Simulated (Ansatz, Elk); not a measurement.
# How far do independent atoms describe V5Ge?

The structure of V5Ge used here is made up (a known structure type with other elements) and was relaxed beforehand with PBE. The aim is the Fourier transform of its all-electron density, F(hkl), set beside the sum over free spherical atoms that refinements use.

Calculated with Elk 11.2.3 (patched build); DFT, PBE, all-electron APW+lo, Dirac cores, scalar-relativistic bands, static density, no spin.

The structure was built from a prototype and need not be the compound's stable phase.

**1. Set-up**

The structure is trigonal, space group R-3m (No. 166). Conventional cell: a = 4.780 Å, b = 4.780 Å, c = 12.642 Å, α = 90.00°, β = 90.00°, γ = 120.00°. Nearest to Ge lie 12 V at 2.52 to 2.81 Å. Nearest to V lie 8 V at 2.39 to 2.87 Å and 2 Ge at 2.52 Å. Nearest to V lie 3 Ge at 2.81 Å and 6 V at 2.87 Å. Farther neighbours are not listed.

As a file:

```cif
data_structure
_symmetry_space_group_name_H-M 'P 1'
_symmetry_Int_Tables_number 1
_cell_length_a 5.0374
_cell_length_b 5.0374
_cell_length_c 5.0374
_cell_angle_alpha 56.649
_cell_angle_beta 56.649
_cell_angle_gamma 56.649
_cell_volume 83.39
loop_
_atom_site_label
_atom_site_type_symbol
_atom_site_fract_x
_atom_site_fract_y
_atom_site_fract_z
_atom_site_occupancy
Ge1 Ge 0.50000 0.50000 0.50000 1
V2 V 0.50000 0.00000 0.50000 1
V3 V 0.87452 0.87452 0.87452 1
V4 V 0.00000 0.50000 0.50000 1
V5 V 0.50000 0.50000 0.00000 1
V6 V 0.12548 0.12548 0.12548 1
```

**2. Ground state and structure factors**

An all-electron density is needed, since X-rays see the cores too. Task 0 finds the density and task 195 Fourier-transforms it; tshift is off so that phases refer to the origin typed.

Input file elk.in:

```
tasks
  0
  195

xctype
  20

spinpol
  .false.

rgkmax
  7.0

gmaxvr
  14.0

lmaxo
  7

lmaxapw
  8

swidth
  0.002

tshift
  .false.

ramdisk
  .false.

hmaxvr
  5.5

maxscl
  120

epspot
  1e-06

sppath
  './'

avec
  4.51651820199 2.60761300003 7.96347733327
  -4.51651820199 2.60761300003 7.96347733327
  0.00000000000 -5.21522599913 7.96347733357

atoms
  2
  'Ge.in'
  1
  0.5000000000 0.5000000000 0.5000000000   0.000000 0.000000 0.000000
  'V.in'
  5
  0.5000012173 0.0000000000 0.4999987827   0.000000 0.000000 0.000000
  0.8745223428 0.8745223428 0.8745223428   0.000000 0.000000 0.000000
  -0.0000000000 0.4999987827 0.5000012173   0.000000 0.000000 0.000000
  0.4999987827 0.5000012173 -0.0000000000   0.000000 0.000000 0.000000
  0.1254776572 0.1254776572 0.1254776572   0.000000 0.000000 0.000000

ngridk
  6 6 6
```

The run is started by

```
> OMP_NUM_THREADS=4 elk
```

Numbers of over 12 decimals in the logs are rounded to 6 here.

The log of the run:

```text
┌─────────────────────────┐
│ Elk code version 11.2.3 │
└─────────────────────────┘

All units are atomic (Hartree, Bohr, etc.)

┌─────────────────────────────────────────────────┐
│ Ground-state run starting from atomic densities │
└─────────────────────────────────────────────────┘

Lattice vectors :
   4.516518202       2.607613000       7.963477333
  -4.516518202       2.607613000       7.963477333
   0.000000000      -5.215225999       7.963477334

Reciprocal lattice vectors :
  0.6955784330      0.4015923955      0.2630000708
 -0.6955784330      0.4015923955      0.2630000708
  0.1827193512E-16 -0.8031847911      0.2630000708

Unit cell volume      :    562.7310784
Brillouin zone volume :   0.4407970752

Muffin-tin inner radius fraction :   0.1000000000E-01

Nuclei treated as point charges

Species : 1 (Ge)
 parameters loaded from : Ge.in
 name : germanium
 nuclear charge    :   -32.00000000
 electronic charge :    32.00000000
 atomic mass :    132414.6196
 muffin-tin radius :    2.400000000
 number of radial points in muffin-tin :    993
 inner part over the whole radius :   0.9906635991E-02
 number on inner part of muffin-tin    :    702
 approximate nuclear radius :   0.7637961215E-04
 number of mesh points to nuclear radius :    340
 atomic positions (lattice), magnetic fields (Cartesian) :
  1 :   0.50000000  0.50000000  0.50000000    0.00000000  0.00000000  0.00000000

Species : 2 (V)
 parameters loaded from : V.in
 name : vanadium
 nuclear charge    :   -23.00000000
 electronic charge :    23.00000000
 atomic mass :    92860.67382
 muffin-tin radius :    2.233259101
 number of radial points in muffin-tin :    993
 inner part over the whole radius :   0.9977093446E-02
 number on inner part of muffin-tin    :    698
 approximate nuclear radius :   0.6897515165E-04
 number of mesh points to nuclear radius :    328
 atomic positions (lattice), magnetic fields (Cartesian) :
  1 :   0.50000122  0.00000000  0.49999878    0.00000000  0.00000000  0.00000000
  2 :   0.87452234  0.87452234  0.87452234    0.00000000  0.00000000  0.00000000
  3 :   0.00000000  0.49999878  0.50000122    0.00000000  0.00000000  0.00000000
  4 :   0.49999878  0.50000122  0.00000000    0.00000000  0.00000000  0.00000000
  5 :   0.12547766  0.12547766  0.12547766    0.00000000  0.00000000  0.00000000

Total number of atoms per unit cell :    6
Total muffin-tin volume :    291.1850003
 ratio of muffin-tin to unit cell volume :   0.5174496513

Spin treatment :
 spin-unpolarised

Number of Bravais lattice symmetries :   12
Number of crystal symmetries         :    6
Crystal has no inversion symmetry
Complex Hermitian eigensolver will be used

k-point grid :      6     6     6
k-point offset :    0.000000000       0.000000000       0.000000000
k-point set is reduced with full crystal symmetry group
Total number of k-points :       44

Muffin-tin radius times maximum |G+k| :    7.000000000
 using average radius
Maximum |G+k| for APW functions       :    3.095907795
Maximum (1/2)|G+k|²                   :    4.792322537
Maximum |G| for potential and density :    14.00000000
Constant for pseudocharge density :    8
 order of it for each species :   15  15
 order of it for pair densities of each species (exact exchange by exxq0 0: 16) :   11   9
Radial integration step length :    1

G-vector grid sizes :     45    45    45
Number of G-vectors :    26051

Maximum angular momentum used for
 APW functions            :    8
 outer part of muffin-tin :    7
 inner part of muffin-tin :    2

Total nuclear charge    :   -147.0000000
Total core charge       :    68.00000000
Total valence charge    :    79.00000000
Total excess charge     :    0.000000000
Total electronic charge :    147.0000000

Effective Wigner radius, rₛ :   0.9704317244

Number of empty states         :     24
Total number of valence states :     64
Total number of core states    :     68

Third-order local-orbitals added for an l without core states : T
Total number of local-orbitals :    110

[...]
Madelung                    :     -8217.4414063431
 xc potential                :     -399.32624187552
 exchange                    :     -299.57390997619
 correlation                 :     -6.748573
 electron entropic           :    -0.28706514872900E-02
 total energy                :     -6845.5979599537

Density of states at Fermi energy :    218.7932791
 (states/Hartree/unit cell)

Estimated indirect band gap :   0.2033762995E-03
 from k-point 43 to k-point 42
Estimated direct band gap   :   0.2033762996E-03
 at k-point 43

Charges :
 core                        :    68.00000000
 valence                     :    79.00000000
 interstitial                :    10.11150491
 muffin-tins (core leakage)
  species : 1 (Ge)
[...]
species : 2 (V)
[...]
total in muffin-tins        :    136.8884951
 total calculated charge     :    146.9987084
 total charge                :    147.0000000
 error                       :   0.1291627940E-02

RMS change in Kohn-Sham potential (target) :   0.5006067685     (  0.1000000000E-05)
Absolute change in total energy (target)   :   0.2232008958E-01 (  0.1000000000E-03)

[... loops 3 to 16 left out ...]

┌──────────────────┐
│ Loop number : 17 │
└──────────────────┘

Energies :
 Fermi                       :     0.354150
 sum of occupied eigenvalues :     -3964.8618362253
 electron kinetic            :      6939.8890718385
 core electron kinetic       :      6365.4135253668
 Coulomb                     :     -13478.545957065
 Coulomb potential           :     -10506.363804139
 nuclear-nuclear             :     -1139.6248292241
 electron-nuclear            :     -14210.455271914
 Hartree                     :      1871.5341440729
 Madelung                    :     -8225.3640549957
 xc potential                :     -398.38710392503
 exchange                    :     -300.29979912598
 correlation                 :     -6.738067
 electron entropic           :    -0.22037632436468E-02
 total energy                :     -6845.6969552776

Density of states at Fermi energy :    156.7548528
 (states/Hartree/unit cell)

Estimated indirect band gap :   0.2235986100E-02
 from k-point 40 to k-point 14
Estimated direct band gap   :   0.5479724058E-02
 at k-point 40

Charges :
 core                        :    68.00000000
 valence                     :    79.00000000
 interstitial                :    9.606325488
 muffin-tins (core leakage)
  species : 1 (Ge)
[...]
species : 2 (V)
[...]
total in muffin-tins        :    137.3936745
 total calculated charge     :    146.9989689
 total charge                :    147.0000000
 error                       :   0.1031122731E-02

RMS change in Kohn-Sham potential (target) :   0.8259899373E-06 (  0.1000000000E-05)
Absolute change in total energy (target)   :   0.7457607353E-05 (  0.1000000000E-03)

Convergence targets achieved

┌──────────────────┐
│ Loop number : 18 │
└──────────────────┘

Energies :
 Fermi                       :     0.354150
 sum of occupied eigenvalues :     -3964.8618563303
 electron kinetic            :      6939.8890673281
 core electron kinetic       :      6365.4135264532
 Coulomb                     :     -13478.545954343
 Coulomb potential           :     -10506.363811726
 nuclear-nuclear             :     -1139.6248292241
 electron-nuclear            :     -14210.455260498
 Hartree                     :      1871.5341353794
 Madelung                    :     -8225.3640484799
 xc potential                :     -398.38711193250
 exchange                    :     -300.29979876559
 correlation                 :     -6.738067
 electron entropic           :    -0.22037602350709E-02
 total energy                :     -6845.6969567113

Density of states at Fermi energy :    156.7545549
 (states/Hartree/unit cell)

Estimated indirect band gap :   0.2235946317E-02
 from k-point 40 to k-point 14
Estimated direct band gap   :   0.5479730586E-02
 at k-point 40

Charges :
 core                        :    68.00000000
 valence                     :    79.00000000
 interstitial                :    9.606326286
 muffin-tins (core leakage)
  species : 1 (Ge)
[...]
species : 2 (V)
[...]
atom 3                    :    21.44482703     ( -0.2173980587E-06)
   atom 4                    :    21.44482703     ( -0.2173980587E-06)
   atom 5                    :    21.07942622     ( -0.2174164138E-06)
 total in muffin-tins        :    137.3936737
 total calculated charge     :    146.9989689
 total charge                :    147.0000000
 error                       :   0.1031123845E-02

┌──────────────────────────────┐
│ Self-consistent loop stopped │
└──────────────────────────────┘

Warning : core states of species 1 leak from the muffin-tin :   0.3474870999E-03

Wrote STATE.OUT
```

The job ended after 72 s (4 threads of Arm Neoverse V1, shared host; peak memory 0.21 GiB).

SFACRHO.OUT:

```text

h k l indices transformed by vhmat matrix:
   1.000000000       0.000000000       0.000000000    
   0.000000000       1.000000000       0.000000000    
   0.000000000       0.000000000       1.000000000    

      h      k      l  multipl.   |H|            Re(F)            Im(F)           |F|

      0      0      0      1   0.0000000       147.00000      0.28922299E-16   147.00000    
     -1     -1     -1      2  0.78900021       2.8396795     -0.97618281E-13   2.8396795    
      1      0      0      6  0.84514782      -20.527527      -0.0000000       20.527527    
      1      0      1      6  0.96009476       8.5650335     -0.21476022E-13   8.5650335    
     -2     -1     -1      6   1.3235597      -25.223495      0.57167706E-13   25.223495    
     -1      0      1      3   1.3911569       41.788593     -0.53087587E-03   41.788593    
     -1      1      0      3   1.3911569       41.788593      0.53087587E-03   41.788593    
     -1     -2     -2      6   1.5408867      -62.264255     -0.46856775E-13   62.264255    
     -2     -2     -2      2   1.5780004       71.904950      0.97618281E-13   71.904950    
      0     -2     -1      6   1.5993245      -61.730940     -0.45473794E-03   61.730940    
     -1     -2      0      6   1.5993245      -61.730940      0.45473794E-03   61.730940    
     -1      1      1      6   1.6277568       44.024616      0.19523656E-14   44.024616    
      0      2      0      6   1.6902956       68.776980     -0.40999678E-13   68.776980    
      0     -2     -2      6   1.9201895       36.564850      0.49998863E-13   36.564850    
     -2     -2     -3      6   2.0085788      -15.881209      0.13666559E-13   15.881209    
      1      3      1      6   2.0759695      0.19234166      0.81999356E-13  0.19234166    
      2      3      1      6   2.1036641       8.5322424     -0.24571384E-03   8.5322424    
     -3     -1     -2      6   2.1036641       8.5322424      0.24571384E-03   8.5322424
```

Elk indexes on the primitive cell of elk.in and gives |H| = 4π sin θ/λ in inverse bohr. Below, one row stands for each form hkl of the conventional cell (m members, Friedel mates merged), F is for one primitive cell and the density is static (no thermal factor). Free-atom factors are Waasmaier and Kirfel's, and R is Σm||F|−|F'||/Σm|F|.

```csv
hkl,m,sin θ/λ (Å⁻¹),"abs F, DFT",neutral atoms,diff.
003,2,0.119,2.840,2.331,+0.508
101,6,0.127,20.527,20.451,+0.076
012,6,0.144,8.565,8.639,-0.074
104,6,0.199,25.224,25.515,-0.292
110,6,0.209,41.789,41.939,-0.151
015,6,0.232,62.264,62.754,-0.490
006,2,0.237,71.905,72.346,-0.441
113,12,0.240,61.731,62.348,-0.617
021,6,0.245,44.025,44.902,-0.877
202,6,0.254,68.777,69.493,-0.716
024,6,0.289,36.565,36.855,-0.291
107,6,0.302,15.881,15.889,-0.008
205,6,0.312,0.192,0.243,-0.051
116,12,0.316,8.532,8.536,-0.004
211,12,0.322,15.775,15.940,-0.165
122,12,0.329,7.814,7.818,-0.004
018,6,0.339,33.622,33.901,-0.280
009,2,0.356,34.866,34.579,+0.287
```

**3. The highest occupied states alone**

An energy window below the Fermi level keeps the highest occupied states, to see at which angles they scatter; shallow core shells can lie inside it and anion s states outside. No new self-consistency is needed.

Changes to elk.in since step 2:

```diff
@@ -1,3 +1,2 @@
 tasks
-  0
   195
@@ -40,2 +39,5 @@
 
+wsfac
+  -0.013340 0.654150
+
 sppath
```

The run is started by

```
> OMP_NUM_THREADS=4 elk
```

The log of the run:

```text
┌─────────────────────────────────┐
│ Elk code version 11.2.3 started │
└─────────────────────────────────┘

Info(readinput): the functional depends on the density's gradient
 muffin-tin radial points multiplied by    2.00000
 (not where nrmtscf is given)

┌────────────────────┐
│ Current task : 195 │
└────────────────────┘
Info(checkmt): changed muffin-tin radius of species 2 (V) from   2.4000 to   2.2333

Info(sfacrho): density structure factors written to SFACRHO.OUT

 Energy window :  -0.1334000000E-01  0.6541500000

┌──────────────────┐
│ Elk code stopped │
└──────────────────┘
```

It took 11 s on 4 threads; peak memory 0.17 GiB.

States within 10 eV below the Fermi level hold 28.86 electrons; any levels below the window count with the cores, and a count that is not whole means the window cuts a band. Their amplitudes can exceed the total, where window and core parts have opposite phase:

```csv
hkl,sin θ/λ (Å⁻¹),"abs F, window","abs F, all"
003,0.119,3.061,2.840
101,0.127,0.666,20.527
012,0.144,1.095,8.565
104,0.199,3.931,25.224
110,0.209,1.720,41.789
015,0.232,2.907,62.264
006,0.237,3.656,71.905
113,0.240,2.600,61.731
021,0.245,4.261,44.025
202,0.254,2.878,68.777
```

**4. Another functional**

The difference from free atoms is small, so it is set against the change that LDA (Perdew-Wang) makes.

Changes to elk.in since step 3:

```diff
@@ -1,2 +1,3 @@
 tasks
+  0
   195
@@ -4,3 +5,3 @@
 xctype
-  20
+  3
 
@@ -39,5 +40,2 @@
 
-wsfac
-  -0.013340 0.654150
-
 sppath
```

The run is started by

```
> OMP_NUM_THREADS=4 elk
```

The log of the run:

```text
┌─────────────────────────┐
│ Elk code version 11.2.3 │
└─────────────────────────┘

All units are atomic (Hartree, Bohr, etc.)

┌─────────────────────────────────────────────────┐
│ Ground-state run starting from atomic densities │
└─────────────────────────────────────────────────┘

Lattice vectors :
   4.516518202       2.607613000       7.963477333
  -4.516518202       2.607613000       7.963477333
   0.000000000      -5.215225999       7.963477334

Reciprocal lattice vectors :
  0.6955784330      0.4015923955      0.2630000708
[...]
muffin-tins (core leakage)
  species : 1 (Ge)
[...]
species : 2 (V)
[...]
atom 4                    :    21.46032154     ( -0.3491257356E-05)
   atom 5                    :    21.09898766     ( -0.3491274171E-05)
 total in muffin-tins        :    137.4966995
 total calculated charge     :    146.9990083
 total charge                :    147.0000000
 error                       :   0.9916595612E-03

┌──────────────────────────────┐
│ Self-consistent loop stopped │
└──────────────────────────────┘

Warning : core states of species 1 leak from the muffin-tin :   0.3525615463E-03

Wrote STATE.OUT
[key lines of the parts left out:]
total energy                :     -6833.2556559292
```

Wall time 51 s (4 threads); peak memory 0.17 GiB; 3 min of CPU time.

Against the first run R = 0.06 %; the largest change is -0.070 at 208.

**5. A coarser k-mesh**

About half the k-points along each axis test the sampling.

Changes to elk.in since step 4:

```diff
@@ -5,3 +5,3 @@
 xctype
-  3
+  20
 
@@ -62,2 +62,2 @@
 ngridk
-  6 6 6
+  3 3 3
```

The run is started by

```
> OMP_NUM_THREADS=4 elk
```

The log of the run:

```text
┌─────────────────────────┐
│ Elk code version 11.2.3 │
└─────────────────────────┘

All units are atomic (Hartree, Bohr, etc.)

┌─────────────────────────────────────────────────┐
│ Ground-state run starting from atomic densities │
└─────────────────────────────────────────────────┘

Lattice vectors :
   4.516518202       2.607613000       7.963477333
  -4.516518202       2.607613000       7.963477333
   0.000000000      -5.215225999       7.963477334

Reciprocal lattice vectors :
  0.6955784330      0.4015923955      0.2630000708
[...]
muffin-tins (core leakage)
  species : 1 (Ge)
[...]
species : 2 (V)
[...]
atom 4                    :    21.44567814     ( -0.2173989095E-06)
   atom 5                    :    21.07752630     ( -0.2174157867E-06)
 total in muffin-tins        :    137.3945697
 total calculated charge     :    146.9988737
 total charge                :    147.0000000
 error                       :   0.1126319401E-02

┌──────────────────────────────┐
│ Self-consistent loop stopped │
└──────────────────────────────┘

Warning : core states of species 1 leak from the muffin-tin :   0.3474656608E-03

Wrote STATE.OUT
[key lines of the parts left out:]
total energy                :     -6845.6948059892
```

It took 24 s on 4 threads; peak memory 0.21 GiB; 57 s of CPU time.

Against the first run R = 0.03 %; the largest change is +0.029 at 009.

**6. Settings against the effect**

```csv
run,R against the first run (%),"R against neutral atoms, low angle (%)",wall time
"PBE, rgkmax 7",0.00,0.99,72 s
LDA (Perdew-Wang),0.06,0.99,51 s
k-mesh 3×3×3,0.03,0.99,24 s
```

**7. Summary of results**

```
R against neutral atoms, sin θ/λ < 0.3 Å⁻¹ : 0.99 %
R against neutral atoms, 0.3 to 0.79 Å⁻¹   : 0.31 %
```

**Reading.** Independent neutral atoms miss the calculated amplitudes by R = 0.99 % below 0.3 Å⁻¹ and 0.31 % from there to 0.79 Å⁻¹; by shells, 1.06 % below 0.15 Å⁻¹ (3 forms), 0.99 % 0.15 to 0.3 (8 forms), 0.39 % 0.3 to 0.45 (24 forms), 0.29 % above 0.45 (114 forms). Bonding, aspherical density and the tables' own atoms all enter these figures, and the runs don't part them. The largest change of an amplitude is -0.88 electrons, at 021. Weak lines can change much in proportion: 003 goes from 2.33 to 2.84. The window's part falls from 28.9 electrons at the origin to at most 0.98 between 0.45 and 0.79 Å⁻¹, where compact states inside the window still scatter. Below 0.3 Å⁻¹ the changes that finished (LDA (Perdew-Wang) and k-mesh 3×3×3) move F by R = 0.02 % at most, against the 0.99 % that separates it from free atoms. The basis has no finished test. These runs have no spin, though d or f shells may be open. Part of the difference isn't bonding: the tables are fits to free atoms and ions calculated by other methods than this functional. Thermal motion, anomalous dispersion and extinction are left out.

[Logs are printed without paths, hosts, clocks, repeated set-up lines and the standing remarks that a program may print on its own settings, such as how far it seeks lower states.]

[Hosts, paths, dates, database ids (printed as entryN), source tags and the programs' standing remarks are cut or masked in the printed files.]
